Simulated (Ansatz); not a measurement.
# Gap against strain: armchair SiC nanoribbon (N = 10, H edges)

Set-up. Ansatz 0.2.0, plane waves with PAW datasets, PBE, Fermi-Dirac smearing of 0.05 eV, no spin-orbit coupling. The period is scaled from its relaxed value of 5.379 Å and the atoms relax, within the symmetry of the start, at each strain ε (in %); gaps, in eV, are read on a band path.

```tsv
period (Å)	energy (eV a cell)	place of the conduction minimum (Γ = 0, Z = 1)	ε	gap
5.164	+0.608	0.80	−4	2.451
5.272	+0.150	0.00	−2	2.448
5.379	0.000	0.00	0	2.367
5.595	+0.574	0.00	4	2.202
5.702	+1.268	0.00	6	2.09
```

One run is withheld: period (Å) = 5.487, with ε = 2. Fit a straight line gap = a + b × ε to the 5 rows shown and predict it.

**Fit.** The means are 0.8 for ε and 2.311 for gap. The sum of products of deviations is −2.598 and the sum of squares in ε is 68.8, so b = −2.598 / 68.8 = −0.03777 and a = 2.311 − (−0.03777) × 0.8 = 2.342. The residuals' standard deviation, with 3 degrees of freedom, is σ = 0.037.

**Prediction.** gap = 2.342 + (−0.03777) × 2 = 2.266. The run gave 2.288, so the prediction less the run is −0.022. The standard error of a prediction there, σ√(1 + 1/5 + (2 − 0.8)²/68.8), is 0.041, and the miss is 0.53 times that, for a point between the fitted rows. With so few rows σ is itself uncertain.

The gap narrows at every step from compression to tension. The conduction minimum changes its place within the series, which a single slope can't follow.

**Limits.** Kohn-Sham gaps of a wire among periodic images, which in a check on one flat ribbon (7 Å apart) lowered the gap by 0.2 eV and flattened the slope; the slope b × 100 is a mean deformation potential of the gap, in eV per unit strain. Between neighbouring runs it lies between −5.6 and −0.2 eV, so a bend, a kink or scatter between runs makes one line a rough account. The unstrained row comes from a denser mesh than the others, which shifts its energy a little. Series of this kind are told only where this holds: a gap at every strain (compound wires with polar facets were set aside first). 88 of 101 did.

[Logs are printed without paths, hosts, clocks, repeated set-up lines and the standing remarks that a program may print on its own settings, such as how far it seeks lower states.]
